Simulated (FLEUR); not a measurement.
**Magnetic state of Fe2As from several starts**

A self-consistent run ends on one state, which hangs on the start. Several orders of Fe2As are started in FLEUR and their energies compared.

Calculated with FLEUR MaX-R8.1; PBEsol; all-electron FLAPW, Dirac cores, scalar-relativistic bands.

This is a report of a sequence of runs, with most program output left out.

The database entry behind the starting cell is an old determination (1935), so it need not match the best structure at ambient conditions.

## Step 1: Starting point

The structure is tetragonal, space group P4/nmm (No. 129). Conventional cell: a = 3.627 Å, b = 3.627 Å, c = 5.973 Å, α = 90.00°, β = 90.00°, γ = 90.00°. Nearest to Fe lie 4 As at 2.41 Å and 8 Fe at 2.56 to 2.68 Å. Fe has 5 As at 2.42 to 2.59 Å and 4 Fe at 2.68 Å nearest. Nearest to As lie 9 Fe at 2.41 to 2.59 Å. Farther neighbours are not listed.

Structure file:

```
Fe As
1.0
     3.62700    0.00000    0.00000
     0.00000    3.62700    0.00000
     0.00000    0.00000    5.97300
Fe As
4 2
Direct
  0.00000 0.00000 0.00000
  0.50000 0.50000 0.00000
  0.00000 0.50000 0.33000
  0.50000 0.00000 0.67000
  0.00000 0.50000 0.73500
  0.50000 0.00000 0.26500
```

## Step 2: Run 1 (ferro ++++)

The parallel start is the test of whether parallel moments hold.

inpgen writes inp.xml from crystal.txt; cutoffs, mixing, functional, smearing and local orbitals are then set in the file. The k list default-1 (kpts.xml, not shown) is a Γ-centred 8×8×8 mesh; where the ranks do not divide the number of points, some are split in two of half the weight.

The input, inp.xml:

```
<?xml version="1.0" encoding="UTF-8" standalone="no"?>
<fleurInput fleurInputVersion="0.39">
   <comment>
      Fe2As
   </comment>
   <calculationSetup>
      <cutoffs Kmax="3.69" Gmax="11.1" GmaxXC="11.1" numbands="0"/>
      <scfLoop itmax="90" minDistance="0.00002" maxIterBroyd="15" imix="Anderson" alpha="0.05" precondParam="0.0" spinf="2.0" sdNocoIR="T"/>
      <coreElectrons ctail="T" frcor="F" kcrel="0" coretail_lmax="0"/>
      <xcFunctional name="PBEs" relativisticCorrections="F"/>
      <magnetism jspins="2"/>
      <soc l_soc="F" theta="0.0" phi="0.0" spav="F"/>
      <expertModes spex="0" secvar="F"/>
      <geometryOptimization l_f="F" forcealpha="1.0" forcemix="BFGS" epsdisp="0.00001" epsforce="0.00001"/>
      <ldaU l_linMix="F" mixParam="0.05" spinf="1.0"/>
   </calculationSetup>
   <cell>
      <bzIntegration valenceElectrons="94.0" mode="hist" fermiSmearingEnergy="0.00293995">
         <kPointListSelection listName="default-1"/>
         <xi:include xmlns:xi="http://www.w3.org/2001/XInclude" href="kpts.xml"> </xi:include>
      </bzIntegration>
      <xi:include xmlns:xi="http://www.w3.org/2001/XInclude" href="sym.xml"> </xi:include>
      <bulkLattice scale="1.0">
         <bravaisMatrix>
            <row-1>    6.8540366539241990     0.0000000000000000     0.0000000000000000</row-1>
            <row-2>    0.0000000000000000     6.8540366539241990     0.0000000000000000</row-2>
            <row-3>    0.0000000000000000     0.0000000000000000    11.2873341422357996</row-3>
         </bravaisMatrix>
      </bulkLattice>
   </cell>
   <atomSpecies>
      <species name="Iron (Fe) 2.801" element="Fe" atomicNumber="26">
         <mtSphere radius="2.22" gridPoints="735" logIncrement="0.017"/>
         <atomicCutoffs lmax="8" lnonsphr="6"/>
         <electronConfig flipSpins="F">
            <coreConfig>(1s1/2) (2s1/2) (2p1/2) (2p3/2)</coreConfig>
            <valenceConfig>(3s1/2) (3p1/2) (3p3/2) (4s1/2) (3d3/2) (3d5/2)</valenceConfig>
            <stateOccupation state="(3d3/2)" spinUp="1.4005" spinDown="0.9995"/>
            <stateOccupation state="(3d5/2)" spinUp="3.0" spinDown="0.6"/>
         </electronConfig>
         <energyParameters s="4" p="4" d="3" f="4"/>
         <lo type="SCLO" l="0" n="3" eDeriv="0"/>
         <lo type="SCLO" l="1" n="3" eDeriv="0"/>
      </species>
      <species name="Arsenic (As)" element="As" atomicNumber="33">
         <mtSphere radius="2.22" gridPoints="735" logIncrement="0.017"/>
         <atomicCutoffs lmax="8" lnonsphr="6"/>
         <electronConfig flipSpins="F">
            <coreConfig>(1s1/2) (2s1/2) (2p1/2) (2p3/2) (3s1/2) (3p1/2) (3p3/2)</coreConfig>
            <valenceConfig>(4s1/2) (3d3/2) (3d5/2) (4p1/2) (4p3/2)</valenceConfig>
            <stateOccupation state="(4p1/2)" spinUp="0.500000" spinDown="0.500000"/>
            <stateOccupation state="(4p3/2)" spinUp="1.000000" spinDown="1.000000"/>
         </electronConfig>
         <energyParameters s="4" p="4" d="3" f="4"/>
      </species>
   </atomSpecies>
   <atomGroups>
      <atomGroup species="Iron (Fe) 2.801">
         <relPos label="                   1">-1.000/4.000 -1.000/4.000 .0000000000</relPos>
         <relPos label="                   2">1.000/4.000 1.000/4.000 .0000000000</relPos>
         <force calculate="T" relaxXYZ="TTT"/>
      </atomGroup>
      <atomGroup species="Iron (Fe) 2.801">
         <relPos label="                   3">-1.000/4.000 1.000/4.000 .3300000000</relPos>
         <relPos label="                   4">1.000/4.000 -1.000/4.000 -.3300000000</relPos>
         <force calculate="T" relaxXYZ="TTT"/>
      </atomGroup>
      <atomGroup species="Arsenic (As)">
         <relPos label="                   5">-1.000/4.000 1.000/4.000 -.2650000000</relPos>
         <relPos label="                   6">1.000/4.000 -1.000/4.000 .2650000000</relPos>
         <force calculate="T" relaxXYZ="TTT"/>
      </atomGroup>
   </atomGroups>
   <output dos="F" band="F" slice="F">
      <bandDOS minEnergy="-.5*Htr" maxEnergy="0.5*Htr" sigma="0.015" storeEVData="T"/>
      <plotting iplot="0" polar="F">
         <plot TwoD="T" vec1="  1.0  0.0  0.0" vec2="  0.0  1.0  0.0" vec3="  0.0  0.0  1.0" zero="  0.0  0.0  0.0" file="plot"/>
      </plotting>
      <moessbauerParams electricFieldGradient="F" isomerShift="F" coreHyperfine="F" valenceHyperfine="F"/>
   </output>
</fleurInput>
```

The input, crystal.txt:

```
Fe2As
&input film=F cartesian=F /
3.62700000000  0.00000000000  0.00000000000
0.00000000000  3.62700000000  0.00000000000
0.00000000000  0.00000000000  5.97300000000
1.8897261246
1.0 1.0 1.0

6
26 0.00000000000  0.00000000000  0.00000000000 : 2.801
26 0.50000000000  0.50000000000  0.00000000000 : 2.801
26 0.00000000000  0.50000000000  0.33000000000 : 2.801
26 0.50000000000  0.00000000000  0.67000000000 : 2.801
33 0.00000000000  0.50000000000  0.73500000000
33 0.50000000000  0.00000000000  0.26500000000

&kpt div1=8 div2=8 div3=8 gamma=T /
```

Run with:

```sh
$ OMP_NUM_THREADS=1 inpgen -f crystal.txt > inpgen.log  # inp.xml is then edited as shown
$ OMP_NUM_THREADS=1 mpirun -n 4 fleur_MPI > fleur.log
```

Elapsed: 82 s, on 4 MPI ranks of AMD EPYC 9R45, shared host; peak memory 0.33 GiB; 5.4 min of CPU time.

Spin moment in the muffin-tin sphere by atom:

```
atom  spin moment in the muffin-tin sphere (μB)
 Fe1                                       1.02
 Fe2                                       1.02
 Fe3                                       2.39
 Fe4                                       2.39
 As5                                      -0.05
 As6                                      -0.05
```

This step gave:

```yaml
free_energy: -261379.9600 eV
program_s_band_gap_on_this_mesh_in_a_metal_only_a_level_spacing: 7.74e-4 eV
magnetization: 6.647 μB
final_state: ferromagnetic, with opposed induced moments
```

After 40 cycles the largest moment stands at 2.39 μB.

## Step 3: Order 2, typed as antiferro ++--

Reversing part of the moments tests the sign of the couplings between them.

inp.xml: that of step 2 with these lines changed.

```diff
@@ -44,2 +44,15 @@
       </species>
+      <species name="Iron (Fe) -2.801" element="Fe" atomicNumber="26">
+         <mtSphere radius="2.22" gridPoints="735" logIncrement="0.017"/>
+         <atomicCutoffs lmax="8" lnonsphr="6"/>
+         <electronConfig flipSpins="F">
+            <coreConfig>(1s1/2) (2s1/2) (2p1/2) (2p3/2)</coreConfig>
+            <valenceConfig>(3s1/2) (3p1/2) (3p3/2) (4s1/2) (3d3/2) (3d5/2)</valenceConfig>
+            <stateOccupation state="(3d3/2)" spinUp="0.9995" spinDown="1.4005"/>
+            <stateOccupation state="(3d5/2)" spinUp="0.6" spinDown="3.0"/>
+         </electronConfig>
+         <energyParameters s="4" p="4" d="3" f="4"/>
+         <lo type="SCLO" l="0" n="3" eDeriv="0"/>
+         <lo type="SCLO" l="1" n="3" eDeriv="0"/>
+      </species>
       <species name="Arsenic (As)" element="As" atomicNumber="33">
@@ -62,3 +75,3 @@
       </atomGroup>
-      <atomGroup species="Iron (Fe) 2.801">
+      <atomGroup species="Iron (Fe) -2.801">
          <relPos label="                   3">-1.000/4.000 1.000/4.000 .3300000000</relPos>
```

crystal.txt: that of step 2 with these lines changed.

```diff
@@ -11,4 +11,4 @@
 26 0.50000000000  0.50000000000  0.00000000000 : 2.801
-26 0.00000000000  0.50000000000  0.33000000000 : 2.801
-26 0.50000000000  0.00000000000  0.67000000000 : 2.801
+26 0.00000000000  0.50000000000  0.33000000000 : -2.801
+26 0.50000000000  0.00000000000  0.67000000000 : -2.801
 33 0.00000000000  0.50000000000  0.73500000000
```

Run time: 2.8 min. Hardware: 4 MPI ranks; peak memory 0.35 GiB.

Spin moment in the muffin-tin sphere by atom:

```
atom  spin moment in the muffin-tin sphere (μB)
 Fe1                                      -1.02
 Fe2                                      -1.02
 Fe3                                      -2.39
 Fe4                                      -2.39
 As5                                       0.05
 As6                                       0.05
```

Numbers from this step:

```yaml
free_energy: -261379.9600 eV
program_s_band_gap_on_this_mesh_in_a_metal_only_a_level_spacing: 7.74e-4 eV
magnetization: -6.647 μB
final_state: ferromagnetic, with opposed induced moments
```

The typed pattern was not kept: a seeded moment turned or collapsed.

It lies level with the first start, and its largest moment is 2.39 μB against 2.39 μB.

## Step 4: Run 3 (no spin polarisation)

A spinless run gives the zero against which the gain from the moments is read.

inp.xml: that of step 3 with these lines changed.

```diff
@@ -10,3 +10,3 @@
       <xcFunctional name="PBEs" relativisticCorrections="F"/>
-      <magnetism jspins="2"/>
+      <magnetism jspins="1"/>
       <soc l_soc="F" theta="0.0" phi="0.0" spav="F"/>
@@ -31,3 +31,3 @@
    <atomSpecies>
-      <species name="Iron (Fe) 2.801" element="Fe" atomicNumber="26">
+      <species name="Iron (Fe)" element="Fe" atomicNumber="26">
          <mtSphere radius="2.22" gridPoints="735" logIncrement="0.017"/>
@@ -37,17 +37,4 @@
             <valenceConfig>(3s1/2) (3p1/2) (3p3/2) (4s1/2) (3d3/2) (3d5/2)</valenceConfig>
-            <stateOccupation state="(3d3/2)" spinUp="1.4005" spinDown="0.9995"/>
-            <stateOccupation state="(3d5/2)" spinUp="3.0" spinDown="0.6"/>
-         </electronConfig>
-         <energyParameters s="4" p="4" d="3" f="4"/>
-         <lo type="SCLO" l="0" n="3" eDeriv="0"/>
-         <lo type="SCLO" l="1" n="3" eDeriv="0"/>
-      </species>
-      <species name="Iron (Fe) -2.801" element="Fe" atomicNumber="26">
-         <mtSphere radius="2.22" gridPoints="735" logIncrement="0.017"/>
-         <atomicCutoffs lmax="8" lnonsphr="6"/>
-         <electronConfig flipSpins="F">
-            <coreConfig>(1s1/2) (2s1/2) (2p1/2) (2p3/2)</coreConfig>
-            <valenceConfig>(3s1/2) (3p1/2) (3p3/2) (4s1/2) (3d3/2) (3d5/2)</valenceConfig>
-            <stateOccupation state="(3d3/2)" spinUp="0.9995" spinDown="1.4005"/>
-            <stateOccupation state="(3d5/2)" spinUp="0.6" spinDown="3.0"/>
+            <stateOccupation state="(3d3/2)" spinUp="1.200000" spinDown="1.200000"/>
+            <stateOccupation state="(3d5/2)" spinUp="1.800000" spinDown="1.800000"/>
          </electronConfig>
@@ -70,3 +57,3 @@
    <atomGroups>
-      <atomGroup species="Iron (Fe) 2.801">
+      <atomGroup species="Iron (Fe)">
          <relPos label="                   1">-1.000/4.000 -1.000/4.000 .0000000000</relPos>
@@ -75,3 +62,3 @@
       </atomGroup>
-      <atomGroup species="Iron (Fe) -2.801">
+      <atomGroup species="Iron (Fe)">
          <relPos label="                   3">-1.000/4.000 1.000/4.000 .3300000000</relPos>
```

The input, crystal.txt:

```
Fe2As
&input film=F cartesian=F /
3.62700000000  0.00000000000  0.00000000000
0.00000000000  3.62700000000  0.00000000000
0.00000000000  0.00000000000  5.97300000000
1.8897261246
1.0 1.0 1.0

6
26 0.00000000000  0.00000000000  0.00000000000
26 0.50000000000  0.50000000000  0.00000000000
26 0.00000000000  0.50000000000  0.33000000000
26 0.50000000000  0.00000000000  0.67000000000
33 0.00000000000  0.50000000000  0.73500000000
33 0.50000000000  0.00000000000  0.26500000000

&kpt div1=8 div2=8 div3=8 gamma=T /
```

The job ended after 26 s (4 MPI ranks; peak memory 0.27 GiB; 1.7 min of CPU time).

Read from the output:

```yaml
free_energy: -261378.9975 eV
program_s_band_gap_on_this_mesh_in_a_metal_only_a_level_spacing: 0 eV
final_state: non-magnetic (no spin polarisation)
```

It lies 241 meV a seeded atom over the first start.

## Step 5: Energies of the orders

Free energies are divided by the number of seeded atoms.

Orders:

```
               start                                  final state  typed order kept  energy over the lowest (meV a seeded atom)  largest sphere moment (μB)  net moment (μB a primitive cell)  mesh matched  CPU time (s)
          ferro ++++  ferromagnetic, with opposed induced moments               yes                                           0                       2.386                             6.647           yes         326.5
      antiferro ++--  ferromagnetic, with opposed induced moments                no                                           0                       2.386                             6.647           yes         677.8
no spin polarisation                                 non-magnetic                 -                                       240.6                           0                                 0           yes         103.1
```

## Step 6: Summary of results

| Item | Value |
| --- | --- |
| lowest state found | ferromagnetic (typed antiferro ++--) |
| largest site spin moment | 2.39 μB |
| next finished state | non-magnetic, 241 meV a seeded atom higher |
| energy gained by spin polarisation | 241 meV a seeded atom |

The lowest state found is ferromagnetic, reached from the start antiferro ++--, with moments up to 2.39 μB. 1 start left the typed pattern (a sign turned, or a seeded moment died or shrank under 0.15 μB), so such an energy belongs to the state reached, not the one typed. Only 3 starts were tried; other patterns of signs, canted and longer-period orders were not. With 4 seeded atoms in the first cell, sign patterns within that cell may remain untried.

[Logs and program files are shortened in this print: banners, set-up blocks, solver, clock and traceback lines can be left out without a mark of their own.]

[Logs are printed without paths, hosts, clocks, repeated set-up lines and the standing remarks that a program may print on its own settings, such as how far it seeks lower states.]

[Hosts, paths, dates, database ids (printed as entryN), source tags and the programs' standing remarks are cut or masked in the printed files.]

[Where a cell is said to come from a database of computed structures, the database is the Materials Project.]
